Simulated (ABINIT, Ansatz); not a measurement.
**KSnCl3 (Pm-3m): zone-centre phonons**

Which modes does KSnCl3 (Pm-3m) have at the zone centre?

Program: ABINIT 10.8.3. Level of theory: DFT LDA, scalar-relativistic, plane waves, PseudoDojo norm-conserving pseudopotentials. Results are calculated unless marked as measured.

The structure was built from a prototype and need not be the compound's stable phase.

## Step 1: The structure

Symmetry: Pm-3m, No. 221, cubic system. Conventional cell: a = 5.398 Å, b = 5.398 Å, c = 5.398 Å, α = 90.00°, β = 90.00°, γ = 90.00°. K has 12 Cl at 3.82 Å nearest. Nearest to Sn lie 6 Cl at 2.70 Å. Nearest to Cl lie 2 Sn at 2.70 Å and 4 K at 3.82 Å. Farther neighbours and most contacts between anions are not listed.

## Step 2: Relaxing the cell and atoms

The harmonic expansion needs vanishing forces, and a free crystal bears no stress, so cell and atoms are brought to rest. Stress is more sensitive to the basis than forces are: the last 3 Ha under the cutoff are smoothed with ecutsm, and the cutoff is raised above that of the later runs.

The starting cell comes from a relaxation made beforehand in Ansatz (LDA, PseudoDojo NC).

relax.abi reads:

```
# relaxation
ionmov 2
optcell 2
dilatmx 1.08
ntime 40
tolmxf 1.0d-05
tolvrs 1.0d-14
prtwf 0
prtden 0
chksymtnons 0

# basis, mesh and filling
ecut 40.0
ecutsm 3.0
ngkpt 6 6 6
nshiftk 1
shiftk 0.0 0.0 0.0
istwfk *1
occopt 7
tsmear 0.001
nband 31
nstep 100
diemac 9.0
prtebands 0
prtgsr 0
useylm 1

# cell and atoms
acell 3*1.0 Angstrom
rprim 
    5.397525102 0.0 0.0
    0.0 5.397525102 0.0
    0.0 0.0 5.397525102
ntypat 3
znucl 19 50 17
natom 5
typat 1 2 3 3 3
xred 
    0.0 0.0 0.0
    0.5 0.5 0.5
    0.5 0.5 0.0
    0.5 0.0 0.5
    0.0 0.5 0.5
pp_dirpath "./pseudo"
pseudos "K.upf, Sn.upf, Cl.upf"
```

The run is started by

```console
$ OMP_NUM_THREADS=1 mpirun -n 4 abinit relax.abi > relax.log
```

Numbers of over 12 decimals in the logs are rounded to 6 here.

relax.abo, the main output file:

```text
[banners, grids, parts of the stress and lines that vanish by symmetry left out]
- input  file    -> relax.abi
- output file    -> relax.abo
- root for input  files -> relaxi
[...]
Symmetries : space group Pm -3 m (#221); Bravais cP (primitive cubic)
[...]
mpw =       16196          nfft =      262144          nkpt =          20
[...]
== DATASET  1 ==================================================================
[...]
cutoff_energies: {ecut:  40.0, pawecutdg:  -1.0, }
[...]
ETOT  1  -157.51495173224    -1.575E+02 3.461E-01 2.836E+02
 ETOT  2  -157.92452217277    -4.096E-01 4.506E-03 8.604E+01
 ETOT  3  -157.93695073276    -1.243E-02 2.337E-03 1.036E+01
 ETOT  4  -157.93714330189    -1.926E-04 1.883E-03 1.005E+00
 ETOT  5  -157.93715541061    -1.211E-05 9.097E-04 4.159E-01
[...]
At SCF step   15       vres2   =  3.17E-16 < tolvrs=  1.00E-14 =>converged.
[...]
sigma(1 1)= -2.98160791E-07  sigma(3 2)=  0.00000000E+00
  sigma(2 2)= -2.98160791E-07  sigma(3 1)=  0.00000000E+00
  sigma(3 3)= -2.98160791E-07  sigma(2 1)=  0.00000000E+00
[...]
convergence: {deltae:  1.052E-12, res2:  3.172E-16, residm:  1.060E-04, diffor: null, }
etotal    :  -1.57937180E+02
[...]
ETOT  1  -157.93717982216    -1.579E+02 9.882E-05 3.474E-04
[...]
At SCF step   10       vres2   =  1.48E-15 < tolvrs=  1.00E-14 =>converged.
[...]
sigma(1 1)= -2.71814310E-07  sigma(3 2)=  0.00000000E+00
  sigma(2 2)= -2.71814310E-07  sigma(3 1)=  0.00000000E+00
  sigma(3 3)= -2.71814310E-07  sigma(2 1)=  0.00000000E+00
[...]
convergence: {deltae: -4.150E-12, res2:  1.476E-15, residm:  6.794E-05, diffor: null, }
etotal    :  -1.57937180E+02
[...]
ETOT  1  -157.93717822032    -1.579E+02 5.800E-05 3.700E-02
[...]
ETOT 10  -157.93717987590    -8.640E-12 2.952E-05 1.560E-13
 ETOT 11  -157.93717987587     2.262E-11 4.057E-05 3.211E-15
 At SCF step   11       vres2   =  3.21E-15 < tolvrs=  1.00E-14 =>converged.
[...]
sigma(1 1)= -9.81687284E-11  sigma(3 2)=  0.00000000E+00
  sigma(2 2)= -9.81687284E-11  sigma(3 1)=  0.00000000E+00
  sigma(3 3)= -9.81687288E-11  sigma(2 1)=  0.00000000E+00
[...]
convergence: {deltae:  2.262E-11, res2:  3.211E-15, residm:  4.057E-05, diffor: null, }
etotal    :  -1.57937180E+02
[...]
At Broyd/MD step   3, gradients are converged :
[...]
sigma(1 1)= -9.81687284E-11  sigma(3 2)=  0.00000000E+00
  sigma(2 2)= -9.81687284E-11  sigma(3 1)=  0.00000000E+00
  sigma(3 3)= -9.81687288E-11  sigma(2 1)=  0.00000000E+00
[...]
- sigma(1 1)= -2.88822370E-06  sigma(3 2)=  0.00000000E+00
- sigma(2 2)= -2.88822370E-06  sigma(3 1)=  0.00000000E+00
- sigma(3 3)= -2.88822372E-06  sigma(2 1)=  0.00000000E+00
[...]
fcart     -0.0000000000E+00 -0.0000000000E+00 -0.0000000000E+00
           strten     -9.8168728355E-11 -9.8168728355E-11 -9.8168728788E-11
================================================================================

[key lines of the parts left out:]
pressure_GPa:   2.8882E-06
Total energy (etotal) [Ha]= -1.57937179875873E+02
```

Wall time 5.3 min (4 MPI ranks of Intel Xeon 6975P-C (Granite Rapids), shared host).

Little changed from the start: no atom moved by 0.005 Å and no cell edge by 0.1 %.

This step gave:

```
volume per atom   : 31.46 Å³
pressure          : 2.89e-6 GPa
gap on the k-mesh : 0.2283 eV
```

## Step 3: Self-consistent run for the response

The response is built on these wavefunctions, so the potential is converged far more tightly than an energy would need. Occupations are smeared.

gs.abi reads:

```
# ground state
tolvrs 1.0d-16
prtden 1
prtwf 1

# basis, mesh and filling
ecut 32.0
ngkpt 6 6 6
nshiftk 1
shiftk 0.0 0.0 0.0
istwfk *1
occopt 7
tsmear 0.001
nband 31
nstep 100
diemac 9.0
prtebands 0
prtgsr 0
useylm 1

# cell and atoms
acell 3*1.0 Angstrom
rprim 
    5.398071636 0.0 0.0
    0.0 5.398071636 0.0
    0.0 0.0 5.398071636
ntypat 3
znucl 19 50 17
natom 5
typat 1 2 3 3 3
xred 
    0.0 0.0 0.0
    0.5 0.5 0.5
    0.5 0.5 0.0
    0.5 0.0 0.5
    0.0 0.5 0.5
pp_dirpath "./pseudo"
pseudos "K.upf, Sn.upf, Cl.upf"
```

The run is started by

```console
$ OMP_NUM_THREADS=1 mpirun -n 4 abinit gs.abi > gs.log
```

gs.abo, the main output file:

```text
[banners, grids, parts of the stress and lines that vanish by symmetry left out]
- input  file    -> gs.abi
- output file    -> gs.abo
- root for input  files -> gsi
[...]
Symmetries : space group Pm -3 m (#221); Bravais cP (primitive cubic)
[...]
mpw =        9220          nfft =      157464          nkpt =          20
[...]
== DATASET  1 ==================================================================
[...]
cutoff_energies: {ecut:  32.0, pawecutdg:  -1.0, }
[...]
ETOT  1  -157.61920050755    -1.576E+02 2.357E-01 1.746E+02
 ETOT  2  -157.92465115323    -3.055E-01 3.500E-03 4.718E+01
 ETOT  3  -157.93646776151    -1.182E-02 3.271E-03 4.643E+00
 ETOT  4  -157.93661135318    -1.436E-04 1.267E-03 4.152E-01
 ETOT  5  -157.93662575692    -1.440E-05 1.288E-03 1.431E-01
[...]
ETOT 15  -157.93664153998     2.962E-11 8.946E-05 1.136E-16
 ETOT 16  -157.93664154000    -1.552E-11 8.137E-05 1.135E-18
 At SCF step   16       vres2   =  1.14E-18 < tolvrs=  1.00E-16 =>converged.
[...]
sigma(1 1)=  9.02945761E-06  sigma(3 2)=  0.00000000E+00
  sigma(2 2)=  9.02945761E-06  sigma(3 1)=  0.00000000E+00
  sigma(3 3)=  9.02945761E-06  sigma(2 1)=  0.00000000E+00
[...]
convergence: {deltae: -1.552E-11, res2:  1.135E-18, residm:  8.137E-05, diffor: null, }
etotal    :  -1.57936642E+02
[...]
sigma(1 1)=  9.02945761E-06  sigma(3 2)=  0.00000000E+00
  sigma(2 2)=  9.02945761E-06  sigma(3 1)=  0.00000000E+00
  sigma(3 3)=  9.02945761E-06  sigma(2 1)=  0.00000000E+00
[...]
- sigma(1 1)=  2.65655814E-01  sigma(3 2)=  0.00000000E+00
- sigma(2 2)=  2.65655814E-01  sigma(3 1)=  0.00000000E+00
- sigma(3 3)=  2.65655814E-01  sigma(2 1)=  0.00000000E+00
[...]
fcart     -0.0000000000E+00 -0.0000000000E+00 -0.0000000000E+00
           strten      9.0294576056E-06  9.0294576056E-06  9.0294576056E-06
================================================================================

[key lines of the parts left out:]
pressure_GPa:  -2.6566E-01
```

The job ended after 87 s (4 MPI ranks).

Numbers from this step:

| Item | Value |
| --- | --- |
| pressure | -0.2657 GPa |

The cell stands at -0.27 GPa: the relaxation ran with a smoothed and higher cutoff, and the difference is a stress of the finite basis.

[end of part 1 of 4]

[Host names and launcher messages were left out of these logs when they were recorded.]

[Logs are printed without paths, hosts, clocks, repeated set-up lines and the standing remarks that a program may print on its own settings, such as how far it seeks lower states.]

[Hosts, paths, dates, database ids (printed as entryN), source tags and the programs' standing remarks are cut or masked in the printed files.]
